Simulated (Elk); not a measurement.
# Fixed-spin-moment curve of BeCo

Aim: the energy of BeCo as a function of its total spin moment.

Method: PBEsol; all-electron APW+lo, Dirac cores, scalar-relativistic bands, in Elk 11.2.3 (patched build).

## (1) Set-up

Symmetry: Pm-3m, No. 221, cubic system. The conventional cell has a = 2.606 Å, b = 2.606 Å, c = 2.606 Å, α = 90.00°, β = 90.00°, γ = 90.00°. Be has 8 Co at 2.26 Å nearest. Nearest to Co lie 8 Be at 2.26 Å. Farther neighbours are not listed.

The settings of this session are not all sound (see the inputs), so it shows what such settings give, not the properties of the crystal.

## (2) Unconstrained state

The free run shows where the moment settles by itself and gives the state from which the held runs start.

Moments are seeded by fields in the spheres (the last three columns under atoms), set against the wanted direction and reduced each loop.

elk.in

```
tasks
  0

xctype
  22

rgkmax
  7.0

nempty
  5

swidth
  0.002

reducebf
  0.5

epsengy
  1e-05

maxscl
  120

lmaxi
  3

gmaxvr
  10.0

spincore
  .true.

spinpol
  .true.

sppath
  './'

avec
  4.92462628077 0.00000000000 0.00000000000
  0.00000000000 4.92462628077 0.00000000000
  0.00000000000 0.00000000000 4.92462628077

atoms
  2
  'Be.in'
  1
  0.0000000000 0.0000000000 0.0000000000   0.000000 0.000000 0.000000
  'Co.in'
  1
  0.5000000000 0.5000000000 0.5000000000   0.000000 0.000000 -0.150000

ngridk
  10 10 10
```

The run is started by

```sh
> OMP_NUM_THREADS=2 elk
```

Numbers of over 12 decimals in the logs are rounded to 6 here.

Log:

```text
Warning(init1): few empty states an atom for a second variation :    5.000000000
 they are its basis, with spin, DFT+U, afieldc (12 by default), in Hartree-Fock and RDMFT; 30 and more for pressures
Warning(gndstate): core states of species 1 leak from the muffin-tin :   0.1232956401E-02
Warning(gndstate): core states of species 2 leak from the muffin-tin :   0.5079568507E-03

--- INFO.OUT ---
┌─────────────────────────┐
│ Elk code version 11.2.3 │
└─────────────────────────┘

All units are atomic (Hartree, Bohr, etc.)

┌─────────────────────────────────────────────────┐
│ Ground-state run starting from atomic densities │
└─────────────────────────────────────────────────┘

Lattice vectors :
   4.924626281       0.000000000       0.000000000
   0.000000000       4.924626281       0.000000000
   0.000000000       0.000000000       4.924626281

Reciprocal lattice vectors :
   1.275870482       0.000000000       0.000000000
   0.000000000       1.275870482       0.000000000
   0.000000000       0.000000000       1.275870482

Unit cell volume      :    119.4317608
Brillouin zone volume :    2.076920007

Muffin-tin inner radius fraction :   0.1000000000E-01

Nuclei treated as point charges

Species : 1 (Be)
 parameters loaded from : Be.in
 name : beryllium
 nuclear charge    :   -4.000000000
 electronic charge :    4.000000000
 atomic mass :    16428.20280
 muffin-tin radius :    1.800000000
 number of radial points in muffin-tin :    593
 inner part over the whole radius :   0.9826427374E-02
 number on inner part of muffin-tin    :    403
 approximate nuclear radius :   0.4290726161E-04
 number of mesh points to nuclear radius :    156
 atomic positions (lattice), magnetic fields (Cartesian) :
  1 :   0.00000000  0.00000000  0.00000000    0.00000000  0.00000000  0.00000000

Species : 2 (Co)
 parameters loaded from : Co.in
 name : cobalt
 nuclear charge    :   -27.00000000
 electronic charge :    27.00000000
 atomic mass :    107428.6517
 muffin-tin radius :    2.400000000
 number of radial points in muffin-tin :    993
 inner part over the whole radius :   0.9997676968E-02
 number on inner part of muffin-tin    :    701
 approximate nuclear radius :   0.7243775530E-04
 number of mesh points to nuclear radius :    333
 atomic positions (lattice), magnetic fields (Cartesian) :
  1 :   0.50000000  0.50000000  0.50000000    0.00000000  0.00000000 -0.15000000

Total number of atoms per unit cell :    2
Total muffin-tin volume :    82.33486027
 ratio of muffin-tin to unit cell volume :   0.6893883144

Spin treatment :
 spin-polarised
 spin-polarised core states
 global magnetic field (Cartesian) :    0.000000000       0.000000000       0.000000000
 collinear magnetisation in z-direction

Number of Bravais lattice symmetries :   48
Number of crystal symmetries         :   48
Crystal has inversion symmetry
Real symmetric eigensolver will be used

k-point grid :     10    10    10
k-point offset :    0.000000000       0.000000000       0.000000000
k-point set is reduced with full crystal symmetry group
Total number of k-points :       56

Muffin-tin radius times maximum |G+k| :    7.000000000
 using average radius
Maximum |G+k| for APW functions       :    3.333333333
Maximum (1/2)|G+k|²                   :    5.555555556
Maximum |G| for potential and density :    10.00000000
Constant for pseudocharge density :    6
 order of it for each species :   13  13
 order of it for pair densities of each species (exact exchange by exxq0 0: 13) :    5  13
Radial integration step length :    1

G-vector grid sizes :     16    16    16
Number of G-vectors :     2007

Maximum angular momentum used for
 APW functions            :    8
 outer part of muffin-tin :    6
 inner part of muffin-tin :    3

Total nuclear charge    :   -31.00000000
Total core charge       :    14.00000000
Total valence charge    :    17.00000000
Total excess charge     :    0.000000000
Total electronic charge :    31.00000000

Effective Wigner radius, rₛ :   0.9725005241

Number of empty states         :     10
Total number of valence states :     38
Total number of core states    :     14

Third-order local-orbitals added for an l without core states : T
Total number of local-orbitals :     29

Exchange-correlation functional :     22     0     0
 PBEsol, Phys. Rev. Lett. 100, 136406 (2008)
 gradient requirement :    1
 generalised gradient approximation (GGA)

Smearing type :    3
 Fermi-Dirac
Smearing width :   0.2000000000E-02
Effective electronic temperature (K) :    631.5500496

Mixing type :    3
 Broyden mixing, J. Phys. A: Math. Gen. 17, L317 (1984)

Kohn-Sham potential initialised from atomic data

┌──────────────────────────────┐
│ Self-consistent loop started │
└──────────────────────────────┘

┌─────────────────┐
│ Loop number : 1 │
└─────────────────┘

Energies :
 Fermi                       :     0.235500
 sum of occupied eigenvalues :     -811.10925012207
 electron kinetic            :      1423.7558158292
 core electron kinetic       :      1290.6746104957
 Coulomb                     :     -2769.7916589037
 Coulomb potential           :     -2158.5554048648
 nuclear-nuclear             :     -232.20082325214
 electron-nuclear            :     -2924.5840979882
 Hartree                     :      386.99326233671
 Madelung                    :     -1690.5139564713
 xc potential                :     -76.211657850036
 xc effective B-field        :    -0.58933485987212E-01
 external B-field            :      0.000000
 exchange                    :     -59.399894376639
 correlation                 :     -1.605404
 electron entropic           :    -0.88784223099764E-03
 total energy                :     -1407.0420288880
 (external B-field energy excluded from total)

Density of states at Fermi energy :    66.90414213
 (states/Hartree/unit cell)

Estimated indirect band gap :   0.1356694610E-02
 from k-point 43 to k-point 49
Estimated direct band gap   :   0.7426365029E-02
 at k-point 32

Charges :
 core                        :    14.00000000
 valence                     :    17.00000000
 interstitial                :    1.642611570
 muffin-tins (core leakage)
  species : 1 (Be)
   atom 1                    :    3.018531457     (  0.1273628409E-02)
  species : 2 (Co)
   atom 1                    :    26.33885697     (  0.5329731182E-03)
 total in muffin-tins        :    29.35738843
 total calculated charge     :    30.99851618
 total charge                :    31.00000000
 error                       :   0.1483821935E-02

Moments :
 interstitial                :  -0.5459393082E-01
 muffin-tins
  species : 1 (Be)
   atom 1                    :  -0.6487770771E-01
  species : 2 (Co)
   atom 1                    :    1.706706346
 total in muffin-tins        :    1.641828638
 total moment                :    1.587234708

┌─────────────────┐
│ Loop number : 2 │
└─────────────────┘

Energies :
 Fermi                       :     0.235012
 sum of occupied eigenvalues :     -811.13845247343
 electron kinetic            :      1423.4924894954
 core electron kinetic       :      1290.4207419551
 Coulomb                     :     -2769.9641794489
 Coulomb potential           :     -2158.4306170974
 nuclear-nuclear             :     -232.20082325214
 electron-nuclear            :     -2925.0554189832
 Hartree                     :      387.29206278638
 Madelung                    :     -1690.7488709002
 xc potential                :     -76.107572064615
 xc effective B-field        :    -0.58918818770842E-01
 external B-field            :      0.000000
 exchange                    :     -59.416440113688
 correlation                 :     -1.605543
 electron entropic           :    -0.88485657457949E-03
 total energy                :     -1407.4945576024
 (external B-field energy excluded from total)

Density of states at Fermi energy :    66.37291226
 (states/Hartree/unit cell)

Estimated indirect band gap :   0.1434664093E-02
 from k-point 43 to k-point 31
Estimated direct band gap   :   0.7253169876E-02
 at k-point 32

Charges :
 core                        :    14.00000000
 valence                     :    17.00000000
 interstitial                :    1.637057881
 muffin-tins (core leakage)
  species : 1 (Be)
   atom 1                    :    3.013772179     (  0.1273575262E-02)
  species : 2 (Co)
   atom 1                    :    26.34916994     (  0.5305733808E-03)
 total in muffin-tins        :    29.36294212
 total calculated charge     :    30.99851958
 total charge                :    31.00000000
 error                       :   0.1480418262E-02

Moments :
 interstitial                :  -0.5500894092E-01
 muffin-tins
  species : 1 (Be)
   atom 1                    :  -0.6488597817E-01
  species : 2 (Co)
   atom 1                    :    1.694767763
 total in muffin-tins        :    1.629881785
 total moment                :    1.574872844

RMS change in Kohn-Sham potential (target) :    6.500377575     (  0.1000000000E-05)
Absolute change in total energy (target)   :   0.4525287144     (  0.1000000000E-04)

[... loops 3 to 32 left out ...]

┌──────────────────┐
│ Loop number : 33 │
└──────────────────┘

Energies :
 Fermi                       :     0.284081
 sum of occupied eigenvalues :     -809.12251568593
 electron kinetic            :      1427.2064019783
 core electron kinetic       :      1290.9140634325
 Coulomb                     :     -2772.8759949594
 Coulomb potential           :     -2156.0669647302
 nuclear-nuclear             :     -232.20082325214
 electron-nuclear            :     -2933.3181393696
 Hartree                     :      392.64296766234
 Madelung                    :     -1694.8425125943
 xc potential                :     -80.257727064708
 xc effective B-field        :    -0.42258878132052E-02
 external B-field            :      0.000000
 exchange                    :     -59.683326953629
 correlation                 :     -1.610680
 electron entropic           :    -0.66072625223913E-03
 total energy                :     -1406.9642601874
 (external B-field energy excluded from total)

Density of states at Fermi energy :    49.12298534
 (states/Hartree/unit cell)

Estimated indirect band gap :   0.7172366482E-03
 from k-point 14 to k-point 15
Estimated direct band gap   :   0.4148515662E-02
 at k-point 7

Charges :
 core                        :    14.00000000
 valence                     :    17.00000000
 interstitial                :    1.530461642
 muffin-tins (core leakage)
  species : 1 (Be)
   atom 1                    :    2.920030469     (  0.1232956404E-02)
  species : 2 (Co)
   atom 1                    :    26.54950789     (  0.5079568457E-03)
 total in muffin-tins        :    29.46953836
 total calculated charge     :    30.99861460
 total charge                :    31.00000000
 error                       :   0.1385396622E-02

Moments :
 interstitial                :  -0.1184746508E-01
 muffin-tins
  species : 1 (Be)
   atom 1                    :  -0.1576641931E-01
  species : 2 (Co)
   atom 1                    :   0.4561397525
 total in muffin-tins        :   0.4403733332
 total moment                :   0.4285258681

RMS change in Kohn-Sham potential (target) :   0.4886042490E-06 (  0.1000000000E-05)
Absolute change in total energy (target)   :   0.1273337830E-05 (  0.1000000000E-04)

Convergence targets achieved

┌──────────────────┐
│ Loop number : 34 │
└──────────────────┘

Energies :
 Fermi                       :     0.284081
 sum of occupied eigenvalues :     -809.12251516557
 electron kinetic            :      1427.2064013789
 core electron kinetic       :      1290.9140638049
 Coulomb                     :     -2772.8759936827
 Coulomb potential           :     -2156.0669658152
 nuclear-nuclear             :     -232.20082325214
 electron-nuclear            :     -2933.3181357214
 Hartree                     :      392.64296529082
 Madelung                    :     -1694.8425107751
 xc potential                :     -80.257724832118
 xc effective B-field        :    -0.42258999190245E-02
 external B-field            :      0.000000
 exchange                    :     -59.683326828029
 correlation                 :     -1.610680
 electron entropic           :    -0.66072612281373E-03
 total energy                :     -1406.9642593827
 (external B-field energy excluded from total)

Density of states at Fermi energy :    49.12296917
 (states/Hartree/unit cell)

Estimated indirect band gap :   0.7172376982E-03
 from k-point 14 to k-point 15
Estimated direct band gap   :   0.4148516208E-02
 at k-point 7

Charges :
 core                        :    14.00000000
 valence                     :    17.00000000
 interstitial                :    1.530461685
 muffin-tins (core leakage)
  species : 1 (Be)
   atom 1                    :    2.920030506     (  0.1232956401E-02)
  species : 2 (Co)
   atom 1                    :    26.54950781     (  0.5079568507E-03)
 total in muffin-tins        :    29.46953831
 total calculated charge     :    30.99861460
 total charge                :    31.00000000
 error                       :   0.1385396667E-02

Moments :
 interstitial                :  -0.1184770528E-01
 muffin-tins
  species : 1 (Be)
   atom 1                    :  -0.1576659893E-01
  species : 2 (Co)
   atom 1                    :   0.4561403444
 total in muffin-tins        :   0.4403737454
 total moment                :   0.4285260402

┌──────────────────────────────┐
│ Self-consistent loop stopped │
└──────────────────────────────┘

Warning : core states of species 1 leak from the muffin-tin :   0.1232956401E-02

Warning : core states of species 2 leak from the muffin-tin :   0.5079568507E-03

Wrote STATE.OUT
```

The job ended after 1.7 min (2 threads of Intel Xeon Platinum 8559C (Emerald Rapids), shared host; peak memory 0.1 GiB; 3.3 min of CPU time).

Read from the output:

```
density of states at the Fermi level : 1.805 states/eV/cell
moment between the spheres           : -0.01185 μB
magnetization                        : 0.4285 μB
final state                          : ferromagnetic
largest moment                       : 0.4561 μB
```

After 34 cycles the largest moment stands at 0.456 μB.

[end of part 1 of 2]

[Logs and program files are shortened in this print: banners, set-up blocks, solver, clock and traceback lines can be left out without a mark of their own.]

[Logs are printed without paths, hosts, clocks, repeated set-up lines and the standing remarks that a program may print on its own settings, such as how far it seeks lower states.]

[Hosts, paths, dates, database ids (printed as entryN), source tags and the programs' standing remarks are cut or masked in the printed files.]

[Where a cell is said to come from a database of computed structures, the database is the Materials Project.]
